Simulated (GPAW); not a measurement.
**MoS2 (P6_3/mmc): the gap under biaxial strain**

Aim: the gap of MoS2 (P6_3/mmc) under biaxial strain, by LDA and G0W0.

Program: GPAW 26.7.0. Level of theory: LDA and many-body steps on it, plane waves. Results are calculated unless marked as measured.

The database entry behind the starting cell differs from later determinations by our own check (about 0.3 % long), so it need not match the best structure at ambient conditions.

### Step 1. Set-up

Symmetry: P6_3/mmc, No. 194, hexagonal system. Conventional cell: a = 3.169 Å, b = 3.169 Å, c = 12.324 Å, α = 90.00°, β = 90.00°, γ = 120.00°. Nearest to Mo lie 6 S at 2.41 Å. S has 3 Mo at 2.41 Å nearest. Farther neighbours and most contacts between anions are not listed.

The cell is from the Crystallography Open Database; fractional positions held.

### Step 2. Ground state

This step: GPAW 26.7.0; DFT, LDA, plane waves, PAW.

The ground-state density comes first.

run.py reads:

```python
import json
import numpy as np
from gpaw.mpi import world
from ase import Atoms
from gpaw import GPAW, PW, FermiDirac

atoms = Atoms(['Mo', 'Mo', 'S', 'S', 'S', 'S'],
    cell=[[3.1690000000, 0.0000000000, 0.0000000000],
      [-1.5845000000, 2.7444345046, 0.0000000000],
      [0.0000000000, 0.0000000000, 12.3240000000]],
    scaled_positions=[[0.3333333333, 0.6666666667, 0.2500000000],
      [0.6666666667, 0.3333333333, 0.7500000000],
      [0.3333333333, 0.6666666667, 0.6230000000],
      [0.6666666667, 0.3333333333, 0.1230000000],
      [0.3333333333, 0.6666666667, 0.8770000000],
      [0.6666666667, 0.3333333333, 0.3770000000]],
    pbc=(True, True, True))
calc = GPAW(mode=PW(450),
    xc='LDA',
    kpts={'size': (9, 9, 2), 'gamma': True},
    occupations=FermiDirac(0.001),
    nbands=-9,
    convergence={'density': 1e-6, 'bands': -3},
    maxiter=100,
    txt='gs.txt')
atoms.calc = calc
res = {'energy': atoms.get_potential_energy()}
kpts = calc.get_ibz_k_points()
res['kpts'] = kpts
res['eigenvalues'] = [calc.get_eigenvalues(kpt=k) for k in range(len(kpts))]
res['n_electrons'] = calc.get_number_of_electrons()
calc.write('gs.gpw')

if world.rank == 0:
    with open('result.json', 'w') as f:
        json.dump(res, f, default=lambda x: x.tolist())
```

The run is started by

```console
$ mpirun -n 4 gpaw python run.py
```

Numbers of over 12 decimals in the logs are rounded to 6 here.

Output:

```text
__  _  _
 | _ |_)|_||  |
 |__||  | ||/\| - 26.7.0

Input parameters:
  mode=PW(ecut=450.000000),
  convergence={'density': 1e-06, 'bands': -3},
  kpts=MonkhorstPack(size=(9, 9, 2), gamma=True),
  maxiter=100,
  nbands=-9,
  occupations=Occupations(name='fermi-dirac', width=0.001, fixmagmom=False),
  xc=XC(name='LDA')
  [... matrices ...]
Diagonalizing LCAO Hamiltonian
Converting LCAO to pw mode

        S

[...]
|         18 |         4.693 |     2.000 |
|         19 |         5.777 |     2.000 |
[...]
|         33 |        10.375 |     0.000 |
|         34 |        13.372 |     0.000 |

Gap: 0.887 eV
Transition (v -> c):
  (s=0, k=0, n=25, [0.00, 0.00, 0.00]) -> (s=0, k=8, n=26, [0.33, -0.11, 0.00])
Direct/indirect transitions are different
Direct gap: 1.636 eV
Transition at: (s=0, k=12, n=25, [0.33, 0.33, 0.00])
# Writing to gs.gpw (mode='')
  [... matrices ...]
[key lines of the parts left out:]
Converged in 13 steps
Free energy:     -49.604956
dipole moment: (0.000001, 0.000002, 0.000007)  # |e|*Ang
Fermi level: 8.782
```

Elapsed: 8.9 s, on 4 MPI ranks of Intel Xeon 6975P-C (Granite Rapids), shared host; peak memory 0.78 GiB; 35 s of CPU time.

Numbers from this step:

* total energy: -49.60 eV
* gap: 0.8869 eV
* k of the valence top: 0, 0, 0
* k of the conduction bottom: 0.3333, -0.1111, 0
* least direct gap: 1.636 eV

The gap is indirect, with the least direct gap 0.75 eV higher.

### Step 3. Empty states on the mesh, 6×6×1 mesh, 370 bands

The sums over transitions need many empty states on a uniform mesh; this step solves for them.

run.py reads:

```python
import json
import numpy as np
from gpaw.mpi import world
from gpaw import GPAW

calc = GPAW('gs.gpw').fixed_density(kpts={'size': (6, 6, 1), 'gamma': True},
    parallel={'domain': 1, 'band': 1},
    txt='nscf.txt')
calc.diagonalize_full_hamiltonian(nbands=370)
calc.write('full.gpw', mode='all')
res = {}
kpts = calc.get_ibz_k_points()
res['kpts'] = kpts
res['eigenvalues'] = [calc.get_eigenvalues(kpt=k) for k in range(len(kpts))]
res['n_electrons'] = calc.get_number_of_electrons()

if world.rank == 0:
    with open('result.json', 'w') as f:
        json.dump(res, f, default=lambda x: x.tolist())
```

The run is started by

```console
$ mpirun -n 4 gpaw python run.py
```

Output:

```text
Diagonalizing LCAO Hamiltonian
Converting LCAO to pw mode
convergence criteria:
- Maximum integral of absolute [eigenst]ate change: 4e-08 eV^2 / valence electron
maximum number of iterations: 100

SCF iterations
|iter     |     time |      energy | eigst |  dens |
|iter:   1|  |             | +0.55 |       |
|iter:   2|  |             | -0.86 |       |
|iter:   3|  |             | -1.82 |       |
[...]
|iter:   9|  |             | -6.44 |       |
|iter:  10|  |             | -6.97 |       |
|iter:  11|  |             | -7.68c|       |
SCF steps: 11
  __  _  _
 | _ |_)|_||  |
 |__||  | ||/\| - 26.7.0

Input parameters:
  mode=PW(ecut=450.000000),
  convergence={'density': 1e-06, 'bands': -3},
  gpts=array([16, 16, 63]),
  kpts=MonkhorstPack(size=(6, 6, 1), gamma=True),
  maxiter=100,
  nbands=35,
  occupations=Occupations(name='fermi-dirac', width=0.001, fixmagmom=False),
  parallel={'domain': 1, 'band': 1},
  xc=XC(name='LDA')
Matrix size: 2347x2347
# Writing to full.gpw (mode='all')
  [... matrices ...]

timing:  # [seconds]
  Total: 15.510  # ━━━━━━━━━━━━━━━━━━━━━━━━━━━━━━━━━━━━━━━━━━━━━━━━━━━━━━━━━━
```

It took 20 s on 4 MPI ranks; peak memory 2.3 GiB.

Numbers from this step:

- gap: 0.8093 eV
- k of the valence top: 0, 0, 0
- k of the conduction bottom: 0.3333, -0.1667, 0
- least direct gap: 1.636 eV
- k points computed: 7
- lowest point of the top converged band, above the valence top: 113.6292 eV

On this mesh the gap is 0.809 eV.

### Step 4. G0W0, strain +0 %

Now the one-shot GW correction: screening in the RPA, then the self-energy of the levels asked for.

This step: G0W0 on LDA, plane waves, PAW.

run.py reads:

```python
import json
import numpy as np
from gpaw.mpi import world
from gpaw.response.g0w0 import G0W0

gw = G0W0('full.gpw',
    filename='gw',
    kpts=[0, 2, 4],
    bands=(24, 28),
    ecut=np.float64(130.0),
    integrate_gamma='WS',
    ppa=True,
    ecut_extrapolation=True)
gw.calculate()
res = {mode: {k: v for k, v in r.items() if k != 'sigma_eskwn'}
       for mode, r in gw.all_results.items()}

if world.rank == 0:
    with open('result.json', 'w') as f:
        json.dump(res, f, default=lambda x: x.tolist())
```

The run is started by

```console
$ mpirun -n 4 gpaw python run.py
```

Output:

```text
Using integrator: PointIntegrator
FrequencyGridDescriptor(from 0.000+0.000j to 0.000+27.211j eV, 2 points)
Nonperiodic BCs:  [False False False]
Using integrator: PointIntegrator
FrequencyGridDescriptor(from 0.000+0.000j to 0.000+27.211j eV, 2 points)
Nonperiodic BCs:  [False False False]
  ___  _ _ _
 |   || | | |
 | | || | | |
 |__ ||_____|
 |___|

BZ k-points: Symmetries present (total): 12

  [... matrices ...]
36 k-points: 6 x 6 x 1 Monkhorst-Pack grid + [1/12,1/12,0.000000]
7 k-points in the irreducible part of the Brillouin zone
       k-points in crystal coordinates                weights
   0:     0.00000000    0.00000000    0.00000000          1/36
   1:     0.16666667    0.00000000    0.00000000          6/36
   2:     0.33333333   -0.16666667    0.00000000          6/36
   3:     0.33333333    0.00000000    0.00000000          6/36
   4:     0.33333333    0.33333333    0.00000000          2/36
   5:     0.50000000    0.33333333    0.00000000         12/36
   6:     0.50000000    0.50000000    0.00000000          3/36

Distributing spins, k-points and bands (1 x 3 x 4) over 4 processes
Number of blocks: 1

Quasi particle states:
k-points (IBZ indices): [0, 2, 4]
Band range: (24, 28)
  [... matrices ...]
Computational parameters:
Extrapolating to infinite plane wave cut-off using points at:
  112.031 eV
  120.183 eV
  130.000 eV
Number of bands: 360
Coulomb cutoff: None
Broadening: 0.1 eV

fxc modes: GW
Kernel: RPA
Using Godby-Needs plasmon-pole approximation:
  Fitting energy: i*E0, E0 = 1.000 Hartree
Summing all q:

Calculating screened Coulomb potential
No Coulomb truncation
FrequencyGridDescriptor(from 0.000+0.000j to 0.000+27.211j eV, 2 points)
Removing empty qpoint cache files...

Calculating chi0 body with:
    Ground state adapter containing:
    Number of spins: 1
    Number of kpoints: 36
    Number of irreducible kpoints: 7
    Number of completely occupied states: 26
    Number of partially occupied states: 26
    Occupied states memory: 6.3984375 M / cpu

    Linear response parametrization:
    q_c: [1.3877787807814457e-17, 1.3877787807814457e-17, 0.0]
    Number of frequency points: 2
    Planewave cutoff: 130.0
    Number of bands: 360
    Number of planewaves: 341
    Broadening (eta): 1e-06
    comm.size: 4
    kncomm.size: 4
    blockcomm.size: 1

    Memory estimate of potentially large arrays:
        chi0_wGG: 3.548615 M / cpu
Integrating chi0 body.

Symmetries of q_c:
    Direct symmetries (Uq -> q): 12
    Indirect symmetries (TUq -> q): 0
In total 12 allowed symmetries.

  [... matrices ...]
7 groups of equivalent kpoints. 80.555556% reduction.

Integral kind: response function
Integrating chi0 head and wings.

Symmetries of q_c:
    Direct symmetries (Uq -> q): 12
    Indirect symmetries (TUq -> q): 0
In total 12 allowed symmetries.

  [... matrices ...]
7 groups of equivalent kpoints. 80.555556% reduction.

Integral kind: response function wings

Calculating chi0 body with:
    Ground state adapter containing:
    Number of spins: 1
    Number of kpoints: 36
    Number of irreducible kpoints: 7
    Number of completely occupied states: 26
    Number of partially occupied states: 26
[... the further q-points ...]
Extrapolating selfenergy to infinite energy cutoff:
  Performing linear fit to 3 points
  Warning: Bad quality of linear fit for some (n,k).
           Higher cutoff might be necessary.
  Minimum R^2 = 0.8758. (R^2 Should be close to 1)
  [... matrices ...]
Results:
f:      Occupation numbers
eps:     KS-eigenvalues [eV]
vxc:     KS vxc [eV]
exx:     Exact exchange [eV]
sigma:   Self-energies [eV]
dsigma:  Self-energy derivatives
Z:       Renormalization factors
qp:      QP-energies [eV]

k-point 0 (0): (0.000, 0.000, 0.000)                GW
band       f     eps     vxc     exx   sigma  dsigma       Z      qp
                                                                   GW
  24   1.000   6.787 -16.293 -18.507   1.499  -0.293   0.773   6.235
  25   1.000   7.947 -19.433 -19.665   0.508  -0.297   0.771   8.159
  26   0.000  10.024 -18.779 -13.872  -4.092  -0.294   0.773  10.654
[...]
k-point 1 (2): (0.333, -0.167, 0.000)                GW
band       f     eps     vxc     exx   sigma  dsigma       Z      qp
                                                                   GW
[...]
k-point 2 (4): (0.333, 0.333, 0.000)                GW
band       f     eps     vxc     exx   sigma  dsigma       Z      qp
                                                                   GW
[...]
26   0.000   8.952 -20.859 -16.178  -3.388  -0.297   0.771   9.948
  27   0.000   8.952 -20.859 -16.178  -3.388  -0.297   0.771   9.948
```

The job ended after 6.8 min (4 MPI ranks; peak memory 1.7 GiB; 27 min of CPU time).

Numbers from this step:

```yaml
quasiparticle_gap_on_the_points_computed: 1.267 eV
least_direct_quasiparticle_gap_on_the_computed_points: 2.262 eV
z_at_the_valence_top: 0.7710
z_at_the_conduction_bottom: 0.7800
starting_gap_on_the_mesh: 0.8093 eV
k_of_the_valence_top: 0, 0, 0
k_of_the_conduction_bottom: 0.3333, -0.1667, 0
gaps_at_the_cutoffs_of_the_extrapolation: 1.207, 1.212, 1.219 eV
```

The gap on the mesh goes from 0.81 eV to 1.27 eV, a correction of +0.46 eV. The start differs from the 0.89 eV found before because the two sample other k points.

### Step 5. One-shot HSE06, strain +0 %

This step: one-shot HSE06 levels on LDA orbitals, plane waves, PAW.

run.py reads:

```python
import json
import numpy as np
from gpaw.mpi import world
from gpaw.hybrids.eigenvalues import non_self_consistent_eigenvalues

dft, vxc, vxc_hyb = non_self_consistent_eigenvalues('full.gpw', 'HSE06', 24, 28, kpt_indices=[0, 2, 4])
res = {'dft': dft[0], 'hybrid': (dft - vxc + vxc_hyb)[0]}
if world.rank == 0:
    with open('hybrid.txt', 'w') as f:
        for k, e0, e1 in zip([0, 2, 4], res['dft'], res['hybrid']):
            print(k, ' '.join(f'{x:9.4f}' for x in e0), '|', ' '.join(f'{x:9.4f}' for x in e1), file=f)

if world.rank == 0:
    with open('result.json', 'w') as f:
        json.dump(res, f, default=lambda x: x.tolist())
```

The run is started by

```console
$ mpirun -n 4 gpaw python run.py
```

Output:

```text
IBZ(<points: 7, symmetries: 12>)
Occupied bands: 26
Transforming wave functions from IBZ to BZ: 0.016 seconds
Distributing wave functions and iFFT-ing to real space: 0.182 seconds
Calculating eigenvalues:
  k-points: 3
  Bands: 24-27 (inclusive)
  Seconds: 1.142 (wave-function broadcasting: 0.018 seconds)
HSE06-eigenvalue shifts:
  min: -0.423 eV
  ave: 0.330 eV
  max: 0.726 eV
```

Run time: 4.6 s. Hardware: 4 MPI ranks; peak memory 0.98 GiB; 17 s of CPU time.

This step gave:

```
starting gap on the mesh                       : 0.8093 eV
hybrid gap on the mesh                         : 1.364 eV
least direct hybrid gap on the computed points : 2.167 eV
```

### Step 6. G0W0, strain -1 %

This step: G0W0 on LDA, plane waves, PAW.

The cell differs from the one that the last finished run ended in (a 3.169 → 3.137 Å, b 3.169 → 3.137 Å).

run.py reads:

```python
import json
import numpy as np
from gpaw.mpi import world
from gpaw.response.g0w0 import G0W0

gw = G0W0('full.gpw',
    filename='gw',
    kpts=[0, 2, 4],
    bands=(24, 28),
    ecut=np.float64(131.754),
    integrate_gamma='WS',
    ppa=True,
    ecut_extrapolation=True)
gw.calculate()
res = {mode: {k: v for k, v in r.items() if k != 'sigma_eskwn'}
       for mode, r in gw.all_results.items()}

if world.rank == 0:
    with open('result.json', 'w') as f:
        json.dump(res, f, default=lambda x: x.tolist())
```

The run is started by

```console
$ mpirun -n 4 gpaw python run.py
```

Output:

```text
Using integrator: PointIntegrator
FrequencyGridDescriptor(from 0.000+0.000j to 0.000+27.211j eV, 2 points)
Nonperiodic BCs:  [False False False]
Using integrator: PointIntegrator
FrequencyGridDescriptor(from 0.000+0.000j to 0.000+27.211j eV, 2 points)
Nonperiodic BCs:  [False False False]
  ___  _ _ _
 |   || | | |
 | | || | | |
 |__ ||_____|
 |___|

BZ k-points: Symmetries present (total): 12

  [... matrices ...]
36 k-points: 6 x 6 x 1 Monkhorst-Pack grid + [1/12,1/12,0.000000]
7 k-points in the irreducible part of the Brillouin zone
[...]
26   0.000  10.370 -18.802 -13.878  -4.116  -0.290   0.775  10.996
[...]
k-point 1 (2): (0.333, -0.167, 0.000)                GW
band       f     eps     vxc     exx   sigma  dsigma       Z      qp
                                                                   GW
[...]
k-point 2 (4): (0.333, 0.333, 0.000)                GW
band       f     eps     vxc     exx   sigma  dsigma       Z      qp
                                                                   GW
[...]
26   0.000   9.316 -20.935 -16.198  -3.432  -0.294   0.773  10.323
  27   0.000   9.316 -20.935 -16.198  -3.432  -0.294   0.773  10.323
```

Elapsed: 7.2 min, on 4 MPI ranks; peak memory 1.8 GiB.

This step gave:

| Item | Value |
| --- | --- |
| quasiparticle gap on the points computed | 1.293 eV |
| least direct quasiparticle gap on the computed points | 2.377 eV |
| starting gap on the mesh | 0.8304 eV |
| k of the valence top | 0, 0, 0 |
| k of the conduction bottom | 0.3333, -0.1667, 0 |
| gaps at the cutoffs of the extrapolation | 1.230, 1.236, 1.243 eV |

The gap on the mesh goes from 0.83 eV to 1.29 eV, a correction of +0.46 eV.

Ground state, empty states and screening of this cell were made anew, as for the first cell; those steps are not shown. Ions: fractional positions held.

### Step 7. One-shot HSE06, strain -1 %

This step: one-shot HSE06 levels on LDA orbitals, plane waves, PAW.

run.py reads:

```python
import json
import numpy as np
from gpaw.mpi import world
from gpaw.hybrids.eigenvalues import non_self_consistent_eigenvalues

dft, vxc, vxc_hyb = non_self_consistent_eigenvalues('full.gpw', 'HSE06', 24, 28, kpt_indices=[0, 2, 4])
res = {'dft': dft[0], 'hybrid': (dft - vxc + vxc_hyb)[0]}
if world.rank == 0:
    with open('hybrid.txt', 'w') as f:
        for k, e0, e1 in zip([0, 2, 4], res['dft'], res['hybrid']):
            print(k, ' '.join(f'{x:9.4f}' for x in e0), '|', ' '.join(f'{x:9.4f}' for x in e1), file=f)

if world.rank == 0:
    with open('result.json', 'w') as f:
        json.dump(res, f, default=lambda x: x.tolist())
```

The run is started by

```console
$ mpirun -n 4 gpaw python run.py
```

Output:

```text
IBZ(<points: 7, symmetries: 12>)
Occupied bands: 26
Transforming wave functions from IBZ to BZ: 0.027 seconds
Distributing wave functions and iFFT-ing to real space: 0.249 seconds
Calculating eigenvalues:
  k-points: 3
  Bands: 24-27 (inclusive)
  Seconds: 1.214 (wave-function broadcasting: 0.019 seconds)
HSE06-eigenvalue shifts:
  min: -0.430 eV
  ave: 0.326 eV
  max: 0.719 eV
```

Elapsed: 5.1 s, on 4 MPI ranks; peak memory 0.98 GiB.

Numbers from this step:

| Property | Result |
| --- | --- |
| starting gap on the mesh | 0.8304 eV |
| hybrid gap on the mesh | 1.388 eV |
| least direct hybrid gap on the computed points | 2.282 eV |

### Step 8. G0W0, strain +1 %

This step: G0W0 on LDA, plane waves, PAW.

The cell differs from the one that the last finished run ended in (a 3.137 → 3.201 Å, b 3.137 → 3.201 Å).

run.py reads:

```python
import json
import numpy as np
from gpaw.mpi import world
from gpaw.response.g0w0 import G0W0

gw = G0W0('full.gpw',
    filename='gw',
    kpts=[0, 2, 4],
    bands=(24, 28),
    ecut=np.float64(128.287),
    integrate_gamma='WS',
    ppa=True,
    ecut_extrapolation=True)
gw.calculate()
res = {mode: {k: v for k, v in r.items() if k != 'sigma_eskwn'}
       for mode, r in gw.all_results.items()}

if world.rank == 0:
    with open('result.json', 'w') as f:
        json.dump(res, f, default=lambda x: x.tolist())
```

The run is started by

```console
$ mpirun -n 4 gpaw python run.py
```

Output:

```text
Using integrator: PointIntegrator
FrequencyGridDescriptor(from 0.000+0.000j to 0.000+27.211j eV, 2 points)
Nonperiodic BCs:  [False False False]
Using integrator: PointIntegrator
FrequencyGridDescriptor(from 0.000+0.000j to 0.000+27.211j eV, 2 points)
Nonperiodic BCs:  [False False False]
  ___  _ _ _
 |   || | | |
 | | || | | |
 |__ ||_____|
 |___|

BZ k-points: Symmetries present (total): 12

  [... matrices ...]
36 k-points: 6 x 6 x 1 Monkhorst-Pack grid + [1/12,1/12,0.000000]
7 k-points in the irreducible part of the Brillouin zone
[...]
26   0.000   9.689 -18.757 -13.867  -4.072  -0.290   0.775  10.323
[...]
k-point 1 (2): (0.333, -0.167, 0.000)                GW
band       f     eps     vxc     exx   sigma  dsigma       Z      qp
                                                                   GW
[...]
k-point 2 (4): (0.333, 0.333, 0.000)                GW
band       f     eps     vxc     exx   sigma  dsigma       Z      qp
                                                                   GW
[...]
26   0.000   8.599 -20.787 -16.160  -3.342  -0.302   0.768   9.586
  27   0.000   8.599 -20.787 -16.160  -3.342  -0.302   0.768   9.586
```

It took 6.8 min on 4 MPI ranks; peak memory 1.7 GiB.

Numbers from this step:

```
quasiparticle gap on the points computed              : 1.247 eV
least direct quasiparticle gap on the computed points : 2.157 eV
starting gap on the mesh                              : 0.7915 eV
k of the valence top                                  : 0, 0, 0
k of the conduction bottom                            : 0.3333, -0.1667, 0
gaps at the cutoffs of the extrapolation              : 1.186, 1.192, 1.199 eV
```

The gap on the mesh goes from 0.79 eV to 1.25 eV, a correction of +0.46 eV.

Again on this cell's own states.

### Step 9. One-shot HSE06, strain +1 %

This step: one-shot HSE06 levels on LDA orbitals, plane waves, PAW.

run.py reads:

```python
import json
import numpy as np
from gpaw.mpi import world
from gpaw.hybrids.eigenvalues import non_self_consistent_eigenvalues

dft, vxc, vxc_hyb = non_self_consistent_eigenvalues('full.gpw', 'HSE06', 24, 28, kpt_indices=[0, 2, 4])
res = {'dft': dft[0], 'hybrid': (dft - vxc + vxc_hyb)[0]}
if world.rank == 0:
    with open('hybrid.txt', 'w') as f:
        for k, e0, e1 in zip([0, 2, 4], res['dft'], res['hybrid']):
            print(k, ' '.join(f'{x:9.4f}' for x in e0), '|', ' '.join(f'{x:9.4f}' for x in e1), file=f)

if world.rank == 0:
    with open('result.json', 'w') as f:
        json.dump(res, f, default=lambda x: x.tolist())
```

The run is started by

```console
$ mpirun -n 4 gpaw python run.py
```

Output:

```text
IBZ(<points: 7, symmetries: 12>)
Occupied bands: 26
Transforming wave functions from IBZ to BZ: 0.016 seconds
Distributing wave functions and iFFT-ing to real space: 0.231 seconds
Calculating eigenvalues:
  k-points: 3
  Bands: 24-27 (inclusive)
  Seconds: 1.029 (wave-function broadcasting: 0.014 seconds)
HSE06-eigenvalue shifts:
  min: -0.417 eV
  ave: 0.334 eV
  max: 0.732 eV
```

The job ended after 4.5 s (4 MPI ranks; peak memory 0.99 GiB).

Numbers from this step:

```yaml
starting_gap_on_the_mesh: 0.7915 eV
hybrid_gap_on_the_mesh: 1.343 eV
least_direct_hybrid_gap_on_the_computed_points: 2.060 eV
```

(Part 1 of 2 ends here.)

[Paths, hosts, dates, memory and timing lines, banners, echoed tables and standing remarks are left out of the program output.]

[Logs are printed without paths, hosts, clocks, repeated set-up lines and the standing remarks that a program may print on its own settings, such as how far it seeks lower states.]

[Runs of the session that timed out or met a known fault of the program may be left out.]

[No measured gap is set beside runs whose start may be inverted or whose files or cutoffs have a known fault.]

[Hosts, paths, dates, database ids (printed as entryN), source tags and the programs' standing remarks are cut or masked in the printed files.]
